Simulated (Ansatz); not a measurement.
# (BaO)2(NaCl)1 [001] superlattice, started as rocksalt type: following an unstable mode, part 2 of 3

Aim: this structure of (BaO)2(NaCl)1 [001] superlattice, started as rocksalt type is to be tested for unstable modes, and one is followed downhill.

Ansatz 0.2.0; DFT PBEsol, scalar-relativistic, plane waves, PAW.

So far. Step 2 (Zone-centre response): Before it was imposed, the acoustic sum rule was missed by 2.1e-4 eV/Å² and the charge sum rule by 0.0065 e. Small misses are needed for a sound result but don't prove that mesh and cutoff are converged. The lowest optical mode is imaginary, 94.9i cm⁻¹, so the energy falls along it. Step 3 (The mode frozen in, largest atomic shift 0 Å): At this level the gap is 1.94 eV on the k-mesh of the self-consistent run, which can miss the band edges.

The structure was built from a prototype and need not be the compound's stable phase.

## Step 4: The mode frozen in, largest atomic shift 0.6 Å

The atoms are moved along the unstable eigenvector, the largest shift by 0.6 Å, with the cell fixed.

File input.yaml:

```yaml
crystal:
  lattice:
    - [2.7088263131, 2.7088263131, 0.0]
    - [-2.7088263131, 2.7088263131, 0.0]
    - [2.7088263131, 0.0, 9.1614302761]
  atoms:
    - { symbol: Ba, position: [0.9893180657, 0.0106819343, 0.0213638687] }
    - { symbol: Ba, position: [0.3412877583, 0.6587122417, 0.3174244834] }
    - { symbol: Cl, position: [0.1642087104, 0.8357912896, 0.6715825792] }
    - { symbol: Na, position: [0.6994126453, 0.3005873547, 0.6011747094] }
    - { symbol: O, position: [0.4741437294, 0.5258562706, 0.0517125412] }
    - { symbol: O, position: [0.8409930125, 0.1590069875, 0.3180139751] }
kpoints:
  mp_grid: { grid: [8, 8, 8] }
hamiltonian:
  xc: pbesol
scf:
  occupations: { method: gaussian, width: 0.02 }
output:
  forces: true
  stress: true
  eigenvalues: true
```

Run with:

```console
ansatz run input.yaml --threads 8 --pin off --max-ram 14336MiB --backend cpu --events-out ev --progress --plain --runs-dir out
```

Numbers of over 12 decimals in the logs are rounded to 6 here.

The program printed:

```text
[...]
Crystal: 6 atoms, lattice volume = 134.448 Å³
Basis set: ecut = 420 eV, 2643 PW (Γ), exchange–correlation on 54×54×128 points (8 copies of the dense FFT grid, shifted against one another)
Bands: 30, of which v1, the nominal top of the filled ones, is band 24 counted from 1 (23 counted from 0)
Symmetry: 8 space group operations
[...]
k-points: 59 of 512 (time reversal used)
[...]
k-point 0: bands = [... 20 lower, 6.0405, 6.0405, 6.3405, 6.3405, 8.8082, 8.9969, 10.2528, 11.6641, ... 1 higher]
  k-point 1: bands = [... 20 lower, 6.0408, 6.0408, 6.3404, 6.3404, 8.8878, 8.9926, 10.2691, 11.4089, ... 1 higher]
  k-point 2: bands = [... 20 lower, 6.0414, 6.0414, 6.3403, 6.3403, 8.9825, 9.0873, 10.3092, 11.1004, ... 1 higher]
  k-point 58: bands = [... 20 lower, 6.1812, 6.1812, 6.6499, 6.6499, 9.6565, 9.6565, 10.9225, 11.4416, ... 1 higher]
[key lines of the parts left out:]
SCF converged after 8 iterations
Free energy (F): -15392.187468 eV
Fermi energy:    7.729905 eV
P = ⅓ Tr σ = 0.1274 GPa (1.274 kbar)
```

Elapsed: 2.9 s, on 8 threads of Arm Neoverse V2, shared host; peak memory 0.58 GiB; 21 s of CPU time.

This step gave:

```yaml
pressure: 0.1274 GPa
gap_on_the_k_mesh: 2.157 eV
energy_from_the_undistorted_cell: -17.99 meV/atom
```

The energy, extrapolated to zero smearing, is -17.99 meV/atom against the undistorted cell.

The run ends at a pressure of 0.13 GPa, with forces up to 0.28 eV/Å.

## Step 5: Energy along the mode, all amplitudes (two of the runs are shown above)

An imaginary frequency means negative curvature, so the energy should fall and then rise again as anharmonic terms take over.

This step gave:

```yaml
depth_at_the_lowest_point_sampled: 17.99 meV/atom
largest_atomic_shift_at_that_point: 0.6 Å
```

Energy from the parent against largest atomic shift:

| largest atomic shift (Å) | energy from the parent (meV/atom) |
| --- | --- |
| 0.000 | 0 |
| 0.040 | -0.115 |
| 0.080 | -0.46 |
| 0.140 | -1.39 |
| 0.220 | -3.36 |
| 0.320 | -6.79 |
| 0.450 | -12.2 |
| 0.600 | -18.0 |

Displacement at unit largest shift by atom:

| atom | x (Å) | y (Å) | z (Å) | size |
| --- | --- | --- | --- | --- |
| Ba1 | 0.00 | 0.00 | 0.04 | 0.04 |
| Ba2 | 0.00 | 0.00 | 0.04 | 0.04 |
| Cl3 | 0.00 | 0.00 | 0.07 | 0.07 |
| Na4 | 0.00 | 0.00 | -1.00 | 1.00 |
| O5 | 0.00 | 0.00 | 0.28 | 0.28 |
| O6 | 0.00 | 0.00 | 0.28 | 0.28 |

The lowest of the steps tried is the last one, at 0.6 Å, 18.0 meV/atom below the parent; the bottom of the well need not coincide with a step.

## Step 6: Relaxing from the distorted cell

Starting from the lowest point found, all atoms and the cell are let go, so that strain and other modes of the same symmetry can join in.

Changes to input.yaml since step 4:

```diff
@@ -17,3 +17,3 @@
 scf:
-  occupations: { method: gaussian, width: 0.02 }
+  occupations: { method: fixed }
 output:
@@ -22 +22,6 @@
   eigenvalues: true
+relax:
+  adjacent_minimum: "off"
+  f_tol: 0.002
+  max_steps: 120
+  cell: { stress_tol: 0.03 }
```

The program printed:

```text
[...]
Crystal: 6 atoms, lattice volume = 134.448 Å³
Basis set: ecut = 420 eV, 2643 PW (Γ), exchange–correlation on 54×54×128 points (8 copies of the dense FFT grid, shifted against one another)
Bands: 30, of which v1, the nominal top of the filled ones, is band 24 counted from 1 (23 counted from 0)
Symmetry: 8 space group operations
[...]
k-points: 59 of 512 (time reversal used)
[...]
SCF iter   1: F=—  HF=-15392.227580 eV  |F-HF|=—  |Δ(HF+E_count)|=         —  Δρ=1.19e-2  dr2=2.01e-1  ethr=1.77e-3  ⟨swp⟩=4.8  Hψ=7472  notcnv=0  defer=219
[...]
SCF iter   8: F=-15392.187468 eV  HF=-15392.187468 eV  |F-HF|=2.49e-8  |Δ(HF+E_count)|=   5.49e-7  Δρ=3.60e-6  dr2=2.48e-8  ethr=2.08e-10  ⟨swp⟩=13.0  Hψ=11321  notcnv=0
SCF 1 converged in 8 iterations: F = -15392.187468 eV  dr2 = 2.48e-8
[...]
relax step   1: F+E_penalty+E_count = -15392.18746782 eV  Δ(F+E_penalty+E_count) = +0.000e0 eV  max|allowed force component| = 2.776e-1 eV/Å  Δτ_max = 0.0000 Å  P = +0.127 GPa  Ω = 134.448 Å³  (8 SCF iters, dr2 threshold 1.00e-7 eV, accepted)
Crystal: 6 atoms, lattice volume = 135.160 Å³
Basis set: ecut = 420 eV, 2675 PW (Γ), exchange–correlation on 54×54×128 points (8 copies of the dense FFT grid, shifted against one another)
[...]
iter 1 solved again at ethr=3.76e-4 eV; its pass at ethr=3.10e-3 eV (dr2=1.81e-1 eV) is discarded
[...]
SCF iter   8: F=-15392.171086 eV  HF=-15392.171086 eV  |F-HF|=4.15e-8  |Δ(HF+E_count)|=   3.60e-7  Δρ=5.88e-6  dr2=5.96e-8  ethr=1.25e-9  ⟨swp⟩=13.0  Hψ=11276  notcnv=0
SCF 2 converged in 8 iterations: F = -15392.171086 eV  dr2 = 5.96e-8
relax step   2: F+E_penalty+E_count = -15392.17108575 eV  Δ(F+E_penalty+E_count) = +1.638e-2 eV  max|allowed force component| = 7.407e-1 eV/Å  Δτ_max = 0.1127 Å  P = -0.316 GPa  Ω = 135.160 Å³  energy of the carried Pulay correction = -8.491e-4 eV  (8 SCF iters, dr2 threshold 6.00e-7 eV, rejected (line search))
Crystal: 6 atoms, lattice volume = 134.353 Å³
Basis set: ecut = 420 eV, 2651 PW (Γ), exchange–correlation on 54×54×128 points (8 copies of the dense FFT grid, shifted against one another)
[...]
SCF iter  11: F=-15392.207003 eV  HF=-15392.207003 eV  |F-HF|=3.64e-12  |Δ(HF+E_count)|=  1.71e-10  Δρ=9.33e-8  dr2=1.24e-11  ethr=1.00e-12  ⟨swp⟩=14.2  Hψ=13248  notcnv=0
SCF 3 converged in 11 iterations: F = -15392.207003 eV  dr2 = 1.24e-11
relax step   3: F+E_penalty+E_count = -15392.20700323 eV  Δ(F+E_penalty+E_count) = -1.954e-2 eV  max|allowed force component| = 1.769e-1 eV/Å  Δτ_max = 0.0548 Å  P = +0.091 GPa  Ω = 134.353 Å³  energy of the carried Pulay correction = +1.144e-4 eV  (11 SCF iters, accepted)
[... from here on, the SCF cycles and remarks between the steps are left out ...]
relax step   4: F+E_penalty+E_count = -15392.21809907 eV  Δ(F+E_penalty+E_count) = -1.110e-2 eV  max|allowed force component| = 1.342e-1 eV/Å  Δτ_max = 0.0767 Å  P = +0.093 GPa  Ω = 134.357 Å³  energy of the carried Pulay correction = +1.092e-4 eV  (7 SCF iters, dr2 threshold 6.00e-7 eV, accepted)
relax step   5: F+E_penalty+E_count = -15392.21752300 eV  Δ(F+E_penalty+E_count) = +5.761e-4 eV  max|allowed force component| = 1.816e-1 eV/Å  Δτ_max = 0.0442 Å  P = -0.015 GPa  Ω = 134.396 Å³  energy of the carried Pulay correction = +6.225e-5 eV  (6 SCF iters, dr2 threshold 6.00e-7 eV, rejected (line search))
relax step   6: F+E_penalty+E_count = -15392.22194224 eV  Δ(F+E_penalty+E_count) = -3.843e-3 eV  max|allowed force component| = 5.463e-2 eV/Å  Δτ_max = 0.0216 Å  P = -0.013 GPa  Ω = 134.425 Å³  energy of the carried Pulay correction = +2.834e-5 eV  (11 SCF iters, accepted)
relax step   7: F+E_penalty+E_count = -15392.22348038 eV  Δ(F+E_penalty+E_count) = -1.538e-3 eV  max|allowed force component| = 1.348e-2 eV/Å  Δτ_max = 0.0177 Å  P = +0.012 GPa  Ω = 134.190 Å³  energy of the carried Pulay correction = +3.091e-4 eV  (7 SCF iters, dr2 threshold 1.87e-7 eV, accepted)
relax step   8: F+E_penalty+E_count = -15392.22353626 eV  Δ(F+E_penalty+E_count) = -5.588e-5 eV  max|allowed force component| = 3.767e-3 eV/Å  Δτ_max = 0.0051 Å  P = -0.002 GPa  Ω = 134.204 Å³  energy of the carried Pulay correction = +2.930e-4 eV  (6 SCF iters, dr2 threshold 1.14e-8 eV, accepted)
relax step   9: F+E_penalty+E_count = -15392.22355533 eV  Δ(F+E_penalty+E_count) = -1.907e-5 eV  max|allowed force component| = 3.265e-3 eV/Å  Δτ_max = 0.0013 Å  P = -0.003 GPa  Ω = 134.189 Å³  energy of the carried Pulay correction = +3.110e-4 eV  (7 SCF iters, dr2 threshold 8.87e-10 eV, accepted)
relax step  10: F+E_penalty+E_count = -15392.22355710 eV  Δ(F+E_penalty+E_count) = -1.772e-6 eV  max|allowed force component| = 4.658e-4 eV/Å  Δτ_max = 0.0005 Å  P = +0.002 GPa  Ω = 134.188 Å³  energy of the carried Pulay correction = +3.117e-4 eV  (6 SCF iters, dr2 threshold 6.66e-10 eV, accepted)
relax step  11: F+E_penalty+E_count = -15392.22352368 eV  Δ(F+E_penalty+E_count) = +3.342e-5 eV  max|allowed force component| = 4.011e-4 eV/Å  Δτ_max = 0.0000 Å  P = +0.001 GPa  Ω = 134.188 Å³  stress off target by 3.22e-2 GPa  SCF on the basis re-selected at this cell (its energy is not comparable with the rows above)  (7 SCF iters)
relax step  12: F+E_penalty+E_count = -15392.22349211 eV  Δ(F+E_penalty+E_count) = +3.156e-5 eV  max|allowed force component| = 4.057e-3 eV/Å  Δτ_max = 0.0019 Å  P = -0.005 GPa  Ω = 134.225 Å³  energy of the carried Pulay correction = -4.282e-5 eV  (6 SCF iters, dr2 threshold 2.59e-9 eV, accepted)
relax step  13: F+E_penalty+E_count = -15392.22352584 eV  Δ(F+E_penalty+E_count) = -3.372e-5 eV  max|allowed force component| = 1.046e-3 eV/Å  Δτ_max = 0.0008 Å  P = +0.004 GPa  Ω = 134.199 Å³  energy of the carried Pulay correction = -1.138e-5 eV  (6 SCF iters, dr2 threshold 1.03e-9 eV, accepted)
[...]
SCF iter   5: F=-15392.223537 eV  HF=-15392.223537 eV  |F-HF|=1.27e-11  |Δ(HF+E_count)|=  1.69e-10  Δρ=1.43e-7  dr2=1.29e-11  ethr=1.00e-12  ⟨swp⟩=14.3  Hψ=12427  notcnv=0
SCF 14 converged in 5 iterations: F = -15392.223537 eV  dr2 = 1.29e-11
relax step  14: F+E_penalty+E_count = -15392.22353724 eV  Δ(F+E_penalty+E_count) = -1.140e-5 eV  max|allowed force component| = 1.052e-3 eV/Å  Δτ_max = 0.0000 Å  P = +0.004 GPa  Ω = 134.199 Å³  stress off target by 5.81e-3 GPa  SCF on the basis re-selected at this cell (its energy is not comparable with the rows above)  (5 SCF iters)
basis re-selected at this cell: Δ(F+E_penalty+E_count) = -1.140e-5 eV, ΔP = +0.000 GPa vs the last step (what re-selecting the basis moved, of the pressure what is left beyond the Pulay correction that the steps carried, after the strain that the cell walked since its last selection, with what the two solves' SCF thresholds leave and, on support functions, any second-order correction that the steps lacked; it is no m [...]
SCF converged after 5 iterations
Free energy (F): -15392.223537 eV
[...]
Internal energy: -15392.223537 eV  (E = F + TS)
E sigma→0 (E₀):  -15392.223537 eV
Fermi energy:    6.720286 eV
[...]
--- Forces (eV/Å), atoms counted from 1 ---
  atom   1  Ba     0.00000000     0.00000000    -0.00018033
  atom   2  Ba    -0.00000000     0.00000000    -0.00038466
  atom   3  Cl     0.00000000     0.00000000    -0.00075294
  atom   4  Na     0.00000000     0.00000000    -0.00010903
  atom   5  O     -0.00000000    -0.00000000     0.00037401
  atom   6  O      0.00000000     0.00000000     0.00105204
  max |Σ_I F_I| component: 9.03e-7 eV/Å
--- Stress (GPa, compression-positive) ---
        0.005814      -0.000000       0.000000
       -0.000000       0.005814       0.000000
        0.000000      -0.000000       0.000735
  P = ⅓ Tr σ = 0.0041 GPa (0.041 kbar)
--- Band table (eV; the first three rows and the last of 59) ---
  k-point 0: bands = [... 20 lower, 5.9777, 5.9777, 6.3771, 6.3771, 8.9398, 8.9783, 10.1061, 11.7267, ... 2 higher]
  k-point 1: bands = [... 20 lower, 5.9782, 5.9782, 6.3770, 6.3770, 8.9746, 9.0197, 10.1180, 11.4568, ... 2 higher]
  k-point 2: bands = [... 20 lower, 5.9789, 5.9789, 6.3768, 6.3768, 8.9659, 9.2254, 10.1471, 11.1333, ... 2 higher]
  k-point 58: bands = [... 20 lower, 6.0857, 6.0857, 6.7174, 6.7174, 9.6335, 9.6335, 11.0897, 11.4088, ... 2 higher]
--- Relaxed structure (12 steps of the walk, 10 accepted, 2 SCFs on fresh bases) ---
  F+E_penalty+E_count = -15392.22353724 eV   max|allowed force component| = 1.052e-3 eV/Å   (the final SCF, on the basis selected at the relaxed cell)
  cell:  # Å, volume = 134.1993 Å³
    - [2.686677, 2.686677, 0]
    - [-2.686677, 2.686677, 0]
    - [2.686677, 0, 9.295855]
  atoms:
    - { symbol: Ba, position: [0.991679, 0.00832089, 0.016642] }
    - { symbol: Ba, position: [0.339583, 0.660417, 0.320834] }
    - { symbol: Cl, position: [0.164455, 0.835545, 0.671089] }
    - { symbol: Na, position: [0.706033, 0.293967, 0.587935] }
    - { symbol: O, position: [0.474222, 0.525778, 0.051555] }
    - { symbol: O, position: [0.833391, 0.166609, 0.333218] }
```

It took 45 s on 8 threads; peak memory 0.66 GiB; 5.6 min of CPU time.

Relaxation path:

| step | energy less that of the first step (eV) | largest force component (eV/Å) | pressure (GPa) | volume (Å³) |
| --- | --- | --- | --- | --- |
| 1 | 0.0000 | 0.2776 | 0.13 | 134.45 |
| 2 | 0.0164 | 0.7407 | -0.32 | 135.16 |
| 3 | -0.0195 | 0.1769 | 0.09 | 134.35 |
| 4 | -0.0306 | 0.1342 | 0.09 | 134.36 |
| 5 | -0.0301 | 0.1816 | -0.01 | 134.40 |
| 6 | -0.0345 | 0.0546 | -0.01 | 134.42 |
| 7 | -0.0360 | 0.0135 | 0.01 | 134.19 |
| 8 | -0.0361 | 0.0038 | 0.00 | 134.20 |
| 9 | -0.0361 | 0.0033 | 0.00 | 134.19 |
| 10 | -0.0361 | 0.0005 | 0.00 | 134.19 |
| 11* | -0.0361 | 0.0004 | 0.00 | 134.19 |
| 12 | -0.0360 | 0.0041 | 0.00 | 134.23 |
| 13 | -0.0361 | 0.0010 | 0.00 | 134.20 |
| 14* | -0.0361 | 0.0011 | 0.00 | 134.20 |

Relaxation steps marked * repeat the geometry before them on a plane-wave basis chosen anew for their cell, so energy and pressure can jump there. Relaxation steps 2, 5 were tried and not accepted.

The run keeps the 8 symmetry operations that it works with, so distortions that break them were not tested.

| conventional cell, symmetrised | before | after | change |
| --- | --- | --- | --- |
| a (Å) | 3.831 | 3.800 | -0.8 % |
| b (Å) | 3.831 | 3.800 | -0.8 % |
| c (Å) | 18.323 | 18.592 | +1.5 % |
| volume (Å³/atom) | 22.41 | 22.37 | -0.2 % |

The atoms that moved most (Å, as changes of fractional coordinates times the final cell):

| atom | dx | dy | dz | length |
| --- | --- | --- | --- | --- |
| O6 | 0.000 | 0.000 | 0.141 | 0.141 |
| Na4 | 0.000 | 0.000 | -0.123 | 0.123 |
| Ba1 | 0.000 | 0.000 | -0.044 | 0.044 |
| Ba2 | 0.000 | 0.000 | 0.032 | 0.032 |

The relaxed structure:

```xyz
6
Lattice="2.6867 2.6867 0.0000 -2.6867 2.6867 0.0000 2.6867 0.0000 9.2959" Properties=species:S:1:pos:R:3 pbc="T T T"
Ba    2.6867    2.6867    0.1547
Ba    0.0000    2.6867    2.9824
Cl    0.0000    2.6867    6.2383
Na    2.6867    2.6867    5.4654
O     0.0000    2.6867    0.4792
O     2.6867    2.6867    3.0975
```

This step gave:

- pressure: 0.004121 GPa
- gap on the k-mesh: 2.220 eV
- volume per atom: 22.37 Å³

The distorted start has space group I4mm; the relaxation ends in I4mm.

## Step 7: The new phase in its own primitive cell

The relaxed structure is symmetrised, reduced to its primitive cell and relaxed tightly, as its phonons need.

File input.yaml:

```yaml
crystal:
  lattice:
    - [-1.8997673421, 1.8997673421, 9.2958545602]
    - [1.8997673421, -1.8997673421, 9.2958545602]
    - [1.8997673421, 1.8997673421, -9.2958545602]
  atoms:
    - { symbol: Ba, position: [0.0083208942, 0.0083208942, 0.0] }
    - { symbol: Ba, position: [0.6604167626, 0.6604167626, 0.0] }
    - { symbol: Cl, position: [0.8355446113, 0.8355446113, 0.0] }
    - { symbol: Na, position: [0.2939672939, 0.2939672939, 0.0] }
    - { symbol: O, position: [0.525777542, 0.525777542, 0.0] }
    - { symbol: O, position: [0.1666089744, 0.1666089744, 0.0] }
kpoints:
  mp_grid: { grid: [8, 8, 8] }
hamiltonian:
  xc: pbesol
scf:
  occupations: { method: fixed }
output:
  forces: true
  stress: true
  eigenvalues: true
relax:
  adjacent_minimum: "off"
  f_tol: 0.001
  max_steps: 60
  cell: { stress_tol: 0.01 }
```

The program printed:

```text
[...]
cell:  # Å, volume = 134.2114 Å³
    - [-1.899811, 1.899811, 9.296272]
    - [1.899811, -1.899811, 9.296272]
    - [1.899811, 1.899811, -9.296272]
  atoms:
    - { symbol: Ba, position: [0.00832152, 0.00832152, 0] }
    - { symbol: Ba, position: [0.660412, 0.660412, 0] }
    - { symbol: Cl, position: [0.835533, 0.835533, 0] }
    - { symbol: Na, position: [0.293967, 0.293967, 0] }
    - { symbol: O, position: [0.525778, 0.525778, 0] }
    - { symbol: O, position: [0.166625, 0.166625, 0] }
[key lines of the parts left out:]
SCF converged after 6 iterations
Free energy (F): -15392.223540 eV
Fermi energy:    6.719379 eV
P = ⅓ Tr σ = 0.0002 GPa (0.002 kbar)
```

Run time: 13 s. Hardware: 8 threads; peak memory 0.64 GiB.

Little changed from the start: no atom moved by 0.005 Å and no cell edge by 0.1 %.

Numbers from this step:

```yaml
pressure: 2.13e-4 GPa
direct_gap_on_mesh: 2.563 eV
```

The largest force component left is 0.85 meV/Å and the pressure is 0.000 GPa, within the tolerances set. The cell now holds 22.37 Å³/atom.

[end of part 2 of 3]

[Logs are printed without paths, hosts, clocks, repeated set-up lines and the standing remarks that a program may print on its own settings, such as how far it seeks lower states.]

[Hosts, paths, dates, database ids (printed as entryN), source tags and the programs' standing remarks are cut or masked in the printed files.]
